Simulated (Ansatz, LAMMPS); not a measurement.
# Relaxing Li+ BF4- in ethylene carbonate and trimethyl phosphate, from a frame at 350 K (137 atoms), part 2 of 3

Wanted: the relaxed structure of Li+ BF4- in ethylene carbonate and trimethyl phosphate, from a frame at 350 K (137 atoms) and its electronic structure.

Ansatz 0.2.0; Kohn-Sham DFT, LDA, PAW (set soft_2), plane waves.

The cell: 27 C, 32 O, 5 P, 61 H, 2 B, 8 F and 2 Li. The network of contacts between molecules at the start is that of the classical potential that made the cell. The functional has no dispersion term. The density was typed from a rule of thumb and may lie off the real one at this temperature. The Brillouin zone is sampled at Γ only, in a cell whose shortest periodic width is 12 Å.

So far. Step 3 (Single point at the start): Neighbours are counted within 1.34 Å (H-C), 1.73 Å (O-C), 2.08 Å (O-P), 2.43 Å (O-Li), 1.85 Å (C-C), 1.72 Å (F-B), 2.16 Å (F-Li).

## (4) Relaxation

The atoms are relaxed in the fixed cell, aiming at the force tolerance of the input.

Input file input.yaml:

```yaml
crystal:
  lattice:
    - [11.66004, 0.0, 0.0]
    - [0.0, 11.66004, 0.0]
    - [0.0, 0.0, 11.66004]
  atoms:
    [... the 137 atom lines of step 3 ...]
kpoints:
  mp_grid: { grid: [1, 1, 1] }
hamiltonian:
  xc: lda
scf:
  occupations: { method: fixed }
output:
  forces: true
relax:
  f_tol: 0.05
  max_steps: 200
```

Run with:

```bash
ansatz run input.yaml --threads 4 --pin off --max-ram 8192MiB --backend cpu --events-out ev --progress --plain --runs-dir out
```

Numbers of over 12 decimals in the logs are rounded to 6 here.

The program printed:

```text
[...]
Crystal: 137 atoms, lattice volume = 1585.259 Å³
Basis set: ecut = 420 eV, 31103 PW (Γ)
Bands: 364, of which v1, the nominal top of the filled ones, is band 227 counted from 1 (226 counted from 0)
Symmetry: 1 space group operations
[...]
k-points: 1
[...]
SCF iter   1: F=—  HF=-35965.465349 eV  |F-HF|=—  |Δ(HF+E_count)|=         —  Δρ=1.11e-2  dr2=1.45e0  ethr=1.77e-3  ⟨swp⟩=5.0  Hψ=1273  notcnv=0  defer=130
[...]
SCF iter   3: F=—  HF=-35964.981556 eV  |F-HF|=—  |Δ(HF+E_count)|=   5.77e-2  Δρ=1.92e-3  dr2=5.60e-2  ethr=4.60e-5  ⟨swp⟩=3.0  Hψ=444  notcnv=0  defer=66
automatic band count: iteration 3 solves 295 bands in place of 364: the levels show a gap, and the empty bands left out lie too high to hold charge; the band table lists the bands solved (type scf.n_extra_bands for more)
SCF iter   4: F=—  HF=-35964.968598 eV  |F-HF|=—  |Δ(HF+E_count)|=   1.30e-2  Δρ=8.33e-4  dr2=1.13e-2  ethr=1.23e-5  ⟨swp⟩=3.0  Hψ=556  notcnv=0  defer=66
[...]
SCF iter   7: F=-35964.966858 eV  HF=-35964.966878 eV  |F-HF|=1.94e-5  |Δ(HF+E_count)|=   4.64e-5  Δρ=6.14e-5  dr2=5.93e-5  ethr=1.38e-8  ⟨swp⟩=4.0  Hψ=1121  notcnv=0
SCF 1 converged in 7 iterations: F = -35964.966858 eV  dr2 = 5.93e-5
[...]
relax step   1: F+E_penalty+E_count = -35964.96685813 eV  Δ(F+E_penalty+E_count) = +0.000e0 eV  max|allowed force component| = 3.887e0 eV/Å  Δτ_max = 0.0000 Å  (7 SCF iters, dr2 threshold 6.25e-5 eV, accepted)
[... from here on, the SCF cycles and remarks between the steps are left out ...]
relax step   2: F+E_penalty+E_count = -35970.20654031 eV  Δ(F+E_penalty+E_count) = -5.240e0 eV  max|allowed force component| = 2.892e0 eV/Å  Δτ_max = 0.1976 Å  (7 SCF iters, dr2 threshold 1.00e-4 eV, accepted)
relax step   3: F+E_penalty+E_count = -35971.49572866 eV  Δ(F+E_penalty+E_count) = -1.289e0 eV  max|allowed force component| = 1.600e0 eV/Å  Δτ_max = 0.2000 Å  (7 SCF iters, dr2 threshold 1.00e-4 eV, accepted)
relax step   4: F+E_penalty+E_count = -35972.21189690 eV  Δ(F+E_penalty+E_count) = -7.162e-1 eV  max|allowed force component| = 4.114e-1 eV/Å  Δτ_max = 0.1932 Å  (7 SCF iters, dr2 threshold 1.00e-4 eV, accepted)
relax step   5: F+E_penalty+E_count = -35972.45908756 eV  Δ(F+E_penalty+E_count) = -2.472e-1 eV  max|allowed force component| = 3.315e-1 eV/Å  Δτ_max = 0.1918 Å  (8 SCF iters, dr2 threshold 1.12e-5 eV, accepted)
relax step   6: F+E_penalty+E_count = -35972.66685838 eV  Δ(F+E_penalty+E_count) = -2.078e-1 eV  max|allowed force component| = 4.496e-1 eV/Å  Δτ_max = 0.1956 Å  (8 SCF iters, dr2 threshold 7.26e-6 eV, accepted)
relax step   7: F+E_penalty+E_count = -35972.81726523 eV  Δ(F+E_penalty+E_count) = -1.504e-1 eV  max|allowed force component| = 6.261e-1 eV/Å  Δτ_max = 0.1989 Å  (7 SCF iters, dr2 threshold 1.00e-4 eV, accepted)
relax step   8: F+E_penalty+E_count = -35972.92838491 eV  Δ(F+E_penalty+E_count) = -1.111e-1 eV  max|allowed force component| = 6.536e-1 eV/Å  Δτ_max = 0.1949 Å  (6 SCF iters, dr2 threshold 1.00e-4 eV, accepted)
relax step   9: F+E_penalty+E_count = -35973.02721896 eV  Δ(F+E_penalty+E_count) = -9.883e-2 eV  max|allowed force component| = 5.400e-1 eV/Å  Δτ_max = 0.1649 Å  (6 SCF iters, dr2 threshold 1.00e-4 eV, accepted)
relax step  10: F+E_penalty+E_count = -35973.10787980 eV  Δ(F+E_penalty+E_count) = -8.066e-2 eV  max|allowed force component| = 4.526e-1 eV/Å  Δτ_max = 0.1703 Å  (6 SCF iters, dr2 threshold 1.00e-4 eV, accepted)
relax step  11: F+E_penalty+E_count = -35973.17404801 eV  Δ(F+E_penalty+E_count) = -6.617e-2 eV  max|allowed force component| = 3.290e-1 eV/Å  Δτ_max = 0.1918 Å  (6 SCF iters, dr2 threshold 1.00e-4 eV, accepted)
relax step  12: F+E_penalty+E_count = -35973.23173176 eV  Δ(F+E_penalty+E_count) = -5.768e-2 eV  max|allowed force component| = 2.743e-1 eV/Å  Δτ_max = 0.1950 Å  (7 SCF iters, dr2 threshold 5.72e-5 eV, accepted)
relax step  13: F+E_penalty+E_count = -35973.29047754 eV  Δ(F+E_penalty+E_count) = -5.875e-2 eV  max|allowed force component| = 3.191e-1 eV/Å  Δτ_max = 0.1976 Å  (7 SCF iters, dr2 threshold 3.97e-5 eV, accepted)
relax step  14: F+E_penalty+E_count = -35973.34043237 eV  Δ(F+E_penalty+E_count) = -4.995e-2 eV  max|allowed force component| = 3.552e-1 eV/Å  Δτ_max = 0.1987 Å  (6 SCF iters, dr2 threshold 7.07e-5 eV, accepted)
relax step  15: F+E_penalty+E_count = -35973.38698338 eV  Δ(F+E_penalty+E_count) = -4.655e-2 eV  max|allowed force component| = 4.440e-1 eV/Å  Δτ_max = 0.1980 Å  (6 SCF iters, dr2 threshold 1.00e-4 eV, accepted)
relax step  16: F+E_penalty+E_count = -35973.44028356 eV  Δ(F+E_penalty+E_count) = -5.330e-2 eV  max|allowed force component| = 3.438e-1 eV/Å  Δτ_max = 0.1943 Å  (6 SCF iters, dr2 threshold 1.00e-4 eV, accepted)
relax step  17: F+E_penalty+E_count = -35973.48455319 eV  Δ(F+E_penalty+E_count) = -4.427e-2 eV  max|allowed force component| = 3.023e-1 eV/Å  Δτ_max = 0.1968 Å  (6 SCF iters, dr2 threshold 7.09e-5 eV, accepted)
[...]
relax step  21: F+E_penalty+E_count = -35973.61473147 eV  Δ(F+E_penalty+E_count) = -2.099e-2 eV  max|allowed force component| = 3.026e-1 eV/Å  Δτ_max = 0.1367 Å  (7 SCF iters, dr2 threshold 4.86e-5 eV, accepted)
relax step  22: F+E_penalty+E_count = -35973.63878856 eV  Δ(F+E_penalty+E_count) = -2.406e-2 eV  max|allowed force component| = 4.363e-1 eV/Å  Δτ_max = 0.1502 Å  (6 SCF iters, dr2 threshold 9.16e-5 eV, accepted)
relax step  23: F+E_penalty+E_count = -35973.66202841 eV  Δ(F+E_penalty+E_count) = -2.324e-2 eV  max|allowed force component| = 4.597e-1 eV/Å  Δτ_max = 0.1420 Å  (6 SCF iters, dr2 threshold 1.00e-4 eV, accepted)
relax step  24: F+E_penalty+E_count = -35973.68388930 eV  Δ(F+E_penalty+E_count) = -2.186e-2 eV  max|allowed force component| = 3.236e-1 eV/Å  Δτ_max = 0.1067 Å  (5 SCF iters, dr2 threshold 1.00e-4 eV, accepted)
[...]
relax step  27: F+E_penalty+E_count = -35973.71453896 eV  Δ(F+E_penalty+E_count) = -5.026e-3 eV  max|allowed force component| = 3.825e-2 eV/Å  Δτ_max = 0.0774 Å  (9 SCF iters, accepted)
relax step  28: F+E_penalty+E_count = -35973.71800268 eV  Δ(F+E_penalty+E_count) = -3.464e-3 eV  max|allowed force component| = 6.084e-2 eV/Å  Δτ_max = 0.0672 Å  (9 SCF iters, accepted)
relax step  29: F+E_penalty+E_count = -35973.72102150 eV  Δ(F+E_penalty+E_count) = -3.019e-3 eV  max|allowed force component| = 6.425e-2 eV/Å  Δτ_max = 0.0643 Å  (9 SCF iters, accepted)
[...]
relax step  31: F+E_penalty+E_count = -35973.72518492 eV  Δ(F+E_penalty+E_count) = -1.679e-3 eV  max|allowed force component| = 1.043e-1 eV/Å  Δτ_max = 0.0527 Å  (9 SCF iters, accepted)
[...]
relax step  35: F+E_penalty+E_count = -35973.73382227 eV  Δ(F+E_penalty+E_count) = -1.988e-3 eV  max|allowed force component| = 1.639e-1 eV/Å  Δτ_max = 0.0670 Å  (5 SCF iters, dr2 threshold 1.70e-5 eV, accepted)
relax step  36: F+E_penalty+E_count = -35973.73512724 eV  Δ(F+E_penalty+E_count) = -1.305e-3 eV  max|allowed force component| = 2.279e-1 eV/Å  Δτ_max = 0.0797 Å  (5 SCF iters, dr2 threshold 2.69e-5 eV, accepted)
relax step  37: F+E_penalty+E_count = -35973.73775725 eV  Δ(F+E_penalty+E_count) = -2.630e-3 eV  max|allowed force component| = 2.057e-1 eV/Å  Δτ_max = 0.0417 Å  (5 SCF iters, dr2 threshold 5.20e-5 eV, accepted)
relax step  38: F+E_penalty+E_count = -35973.74072325 eV  Δ(F+E_penalty+E_count) = -2.966e-3 eV  max|allowed force component| = 9.863e-2 eV/Å  Δτ_max = 0.1239 Å  (6 SCF iters, dr2 threshold 3.44e-5 eV, accepted)
relax step  39: F+E_penalty+E_count = -35973.74388818 eV  Δ(F+E_penalty+E_count) = -3.165e-3 eV  max|allowed force component| = 6.719e-2 eV/Å  Δτ_max = 0.0253 Å  (8 SCF iters, accepted)
relax step  40: F+E_penalty+E_count = -35973.74576025 eV  Δ(F+E_penalty+E_count) = -1.872e-3 eV  max|allowed force component| = 8.303e-2 eV/Å  Δτ_max = 0.0492 Å  (8 SCF iters, accepted)
relax step  41: F+E_penalty+E_count = -35973.74714174 eV  Δ(F+E_penalty+E_count) = -1.381e-3 eV  max|allowed force component| = 1.415e-1 eV/Å  Δτ_max = 0.0757 Å  (7 SCF iters, dr2 threshold 3.20e-6 eV, accepted)
relax step  42: F+E_penalty+E_count = -35973.74896019 eV  Δ(F+E_penalty+E_count) = -1.818e-3 eV  max|allowed force component| = 4.410e-2 eV/Å  Δτ_max = 0.0393 Å  (5 SCF iters, dr2 threshold 2.00e-5 eV, accepted)
relax step  43: F+E_penalty+E_count = -35973.74896194 eV  Δ(F+E_penalty+E_count) = -1.746e-6 eV  max|allowed force component| = 4.383e-2 eV/Å  Δτ_max = 0.0000 Å  (4 SCF iters, accepted)
relax step  44: F+E_penalty+E_count = -35973.75038800 eV  Δ(F+E_penalty+E_count) = -1.426e-3 eV  max|allowed force component| = 8.672e-2 eV/Å  Δτ_max = 0.0604 Å  (9 SCF iters, accepted)
relax step  45: F+E_penalty+E_count = -35973.75118404 eV  Δ(F+E_penalty+E_count) = -7.960e-4 eV  max|allowed force component| = 1.143e-1 eV/Å  Δτ_max = 0.1018 Å  (7 SCF iters, dr2 threshold 7.43e-6 eV, accepted)
relax step  46: F+E_penalty+E_count = -35973.75211976 eV  Δ(F+E_penalty+E_count) = -9.357e-4 eV  max|allowed force component| = 5.617e-2 eV/Å  Δτ_max = 0.0182 Å  (4 SCF iters, dr2 threshold 1.31e-5 eV, accepted)
relax step  47: F+E_penalty+E_count = -35973.75287748 eV  Δ(F+E_penalty+E_count) = -7.577e-4 eV  max|allowed force component| = 2.509e-2 eV/Å  Δτ_max = 0.0224 Å  (8 SCF iters, accepted)
relax step  48: F+E_penalty+E_count = -35973.75389952 eV  Δ(F+E_penalty+E_count) = -1.022e-3 eV  max|allowed force component| = 4.280e-2 eV/Å  Δτ_max = 0.0514 Å  (9 SCF iters, accepted)
SCF converged after 9 iterations
Free energy (F): -35973.753900 eV
[...]
Internal energy: -35973.753900 eV  (E = F + TS)
E sigma→0 (E₀):  -35973.753900 eV
Fermi energy:    -1.744972 eV
[...]
--- Forces (eV/Å), atoms counted from 1 ---
  atom   1  C     -0.00010193    -0.00035226    -0.00061125
  atom   2  O      0.00108895    -0.00321596     0.00388882
  atom   3  P      0.00508850     0.00939837    -0.00027324
  atom   4  O     -0.00041495    -0.00418297    -0.00000964
  atom   5  O     -0.00054488     0.00058743    -0.00228688
  atom   6  C     -0.00533885     0.00079053    -0.00122760
  atom   7  O      0.00155889    -0.00388481     0.00314040
  atom   8  C      0.00104100     0.00009482    -0.00136877
  atom   9  H     -0.00101400    -0.00095282     0.00141426
  atom  10  H     -0.00023521    -0.00107409    -0.00270442
  atom  11  H     -0.00182142     0.00353319     0.00072851
  atom  12  H      0.00101056     0.00156777     0.00408088
  atom  13  H     -0.00056748    -0.00403134    -0.00077985
  atom  14  H      0.00195306    -0.00070386    -0.00278995
[...]
atom 136  Li    -0.00187693     0.00006289    -0.00136742
  atom 137  Li     0.00092838     0.00317746    -0.00224124
  max |Σ_I F_I| component: 2.26e-4 eV/Å
--- Relaxed structure (48 steps of the walk, 48 accepted, 0 SCFs on fresh bases) ---
  F+E_penalty+E_count = -35973.75389952 eV   max|allowed force component| = 4.280e-2 eV/Å
  atoms:
    - { symbol: C, position: [0.679449, 0.390153, 0.619881] }
    - { symbol: O, position: [0.560789, 0.360675, 0.612206] }
    - { symbol: P, position: [0.498220, 0.300741, 0.716001] }
    - { symbol: O, position: [0.524808, 0.345874, 0.830195] }
[...]
- { symbol: Li, position: [0.192623, 0.802152, 0.080917] }
```

Elapsed: 7.5 min, on 4 threads of Arm Neoverse V1, shared host; peak memory 1.7 GiB; 28 min of CPU time.

Relaxation path (22 of 48):

```tsv
step	energy less that of the first step (eV)	largest force component (eV/Å)
1	0.0000	3.8867
3	-6.5289	1.6000
5	-7.4922	0.3315
8	-7.9615	0.6536
10	-8.1410	0.4526
12	-8.2649	0.2743
14	-8.3736	0.3552
17	-8.5177	0.3023
19	-8.5971	0.2157
21	-8.6479	0.3026
23	-8.6952	0.4597
26	-8.7427	0.0965
28	-8.7511	0.0608
30	-8.7566	0.0560
32	-8.7603	0.0869
35	-8.7670	0.1639
37	-8.7709	0.2057
39	-8.7770	0.0672
41	-8.7803	0.1415
44	-8.7835	0.0867
46	-8.7853	0.0562
48	-8.7870	0.0428
```

The atoms that moved most (Å):

```tsv
atom	dx	dy	dz	length
H64	-0.456	2.704	-0.264	2.755
H63	-1.473	1.639	0.643	2.296
H82	-1.754	-1.392	0.360	2.268
H51	0.703	0.964	-1.834	2.188
H79	-0.099	2.010	-0.746	2.147
O55	0.748	1.452	-1.389	2.144
H45	0.694	1.600	1.215	2.126
H16	-1.315	-1.268	0.997	2.081
```

The relaxation changed the energy by -64.1 meV/atom, and atoms moved by 1.2 Å r.m.s., 2.8 Å at most.

## (5) Distances and neighbours after relaxation

Bonds before and after, by the cutoffs listed below:

```tsv
pair	bonds before	bonds after	mean before (Å)	mean after (Å)	spread before (Å)	spread after (Å)
H-C	61	61	1.090	1.102	0.033	0.002
O-C	35	35	1.383	1.382	0.072	0.076
O-P	20	20	1.596	1.545	0.057	0.045
O-Li	6	6	2.053	1.915	0.115	0.056
C-C	4	4	1.511	1.512	0.030	0.007
F-B	8	8	1.390	1.399	0.031	0.015
F-Li	2	2	1.868	1.887	0.094	0.063
```

Density 1.30 g/cm³, 11.57 Å³ an atom.

g(r), total and by pair (bins of 0.2 Å):

```tsv
r (Å)	total	H-H	H-O	H-C	H-F	H-P	H-B
1.00	0.58	0.00	0.00	3.31	0.00	0.00	0.00
1.20	2.89	0.00	0.00	15.45	0.00	0.00	0.00
1.40	1.50	0.00	0.00	0.00	0.00	0.00	0.00
1.60	0.52	0.00	0.00	0.00	0.00	0.00	0.00
1.80	1.17	5.52	0.00	0.00	0.00	0.00	0.00
2.00	1.06	0.08	4.55	0.00	0.60	0.00	0.00
2.20	1.00	0.14	0.71	1.27	2.40	0.00	0.00
2.40	0.57	1.16	0.66	0.00	0.21	0.00	0.00
2.60	0.81	0.79	0.95	0.17	1.52	0.58	0.00
2.80	0.83	1.09	0.83	0.77	1.16	4.52	2.62
3.00	0.95	0.75	0.91	1.15	0.70	2.48	1.13
3.20	0.96	0.76	0.88	1.18	0.37	1.04	1.96
3.40	0.97	0.65	0.89	0.91	1.68	3.31	0.85
3.60	0.87	0.80	0.87	1.00	0.99	0.79	1.98
3.80	1.09	1.15	1.33	0.82	1.89	0.43	1.42
4.00	1.04	1.02	1.25	1.12	1.05	0.78	1.28
4.20	1.12	0.77	1.71	0.91	1.24	0.23	1.49
4.40	1.00	0.95	1.07	1.07	1.52	0.85	0.81
4.60	1.09	1.11	1.06	1.27	1.10	1.27	2.43
4.80	0.94	0.97	0.62	1.28	0.67	0.81	1.12
5.00	1.00	1.17	0.92	0.98	0.99	1.33	0.43
5.20	0.96	0.97	0.80	1.06	0.82	0.69	0.97
5.40	0.95	1.17	0.85	0.79	0.98	1.22	0.36
5.60	1.00	1.04	1.13	0.78	0.91	0.85	0.82
```

Bonds by pair of elements; cutoffs follow the first minimum of g(r), held within bounds set by covalent radii, and pairs that aren't listed don't count as bonded:

```tsv
pair A-B	cutoff (Å)	bonds	mean length (Å)	spread (Å)	shortest (Å)	B about A	A about B
H-C	1.34	61	1.10	0.002	1.10	1	2.26
O-C	1.73	35	1.38	0.076	1.20	1.09	1.30
O-P	1.98	20	1.54	0.045	1.46	0.625	4
O-Li	2.43	6	1.92	0.056	1.86	0.188	3
C-C	1.85	4	1.51	0.007	1.50	0.296	0.296
F-B	1.72	8	1.40	0.015	1.39	1	4
F-Li	2.38	2	1.89	0.063	1.82	0.25	1
```

How many atoms have how many bonded neighbours:

```tsv
element	mean	1	2	3	4
B	4	0	0	0	2
C	3.85	0	0	4	23
F	1.25	6	2	0	0
H	1	61	0	0	0
Li	4	0	0	0	2
O	1.91	4	27	1	0
P	4	0	0	0	5
```

Bond angles, per cent of each kind in bins of 5°:

```tsv
angle (°)	H-C-O	H-C-H	O-P-O	C-C-H	C-O-P
95–100	0.0	0.0	3.3	0.0	0.0
100–105	0.0	0.0	36.7	0.0	0.0
105–110	63.9	60.4	10.0	0.0	0.0
110–115	36.1	39.6	16.7	93.8	0.0
115–120	0.0	0.0	33.3	6.2	46.7
120–125	0.0	0.0	0.0	0.0	53.3
```

Bond angles (no mean is given where the spread exceeds 20°):

```tsv
angle	count	mean (°)	spread (°)
H-C-O	61	109	1.4
H-C-H	53	110	0.8
O-P-O	30	109	6.3
C-C-H	16	113	1.2
C-O-P	15	120	1.8
```

Bond length by coordination (bonds to H left out):

```tsv
element	coordination	atoms	mean bond length (Å)
C	3	4	1.29
C	4	23	1.45
F	1	6	1.39
F	2	2	1.66
O	1	4	1.33
O	2	27	1.49
O	3	1	1.68
```

Rings of the network by King's shortest-path rule, up to 12 atoms, one path for each pair of neighbours; H, halogens, alkali and alkaline-earth atoms are left out, and the last column divides by all other atoms, bonded or not:

```tsv
ring size (atoms)	rings	per network atom
5	4	0.061
```

For some of the pairs, g(r) has its first main peak near 1.8 Å (H-H), 2.1 Å (H-O), 1.1 Å (H-C), 2.2 Å (H-F), 2.8 Å (H-P) and 2.8 Å (H-B). With the cutoffs above, all B atoms have 4, 85 % of C atoms have 4, 75 % of F atoms have 1 and all H atoms have 1 bonded neighbour. The H-C-O angle averages 109° with a spread of 1.4°. All rings counted have 5 atoms.

(Continued in part 3 of 3.)

[Logs are printed without paths, hosts, clocks, repeated set-up lines and the standing remarks that a program may print on its own settings, such as how far it seeks lower states.]

[Hosts, paths, dates, database ids (printed as entryN), source tags and the programs' standing remarks are cut or masked in the printed files.]
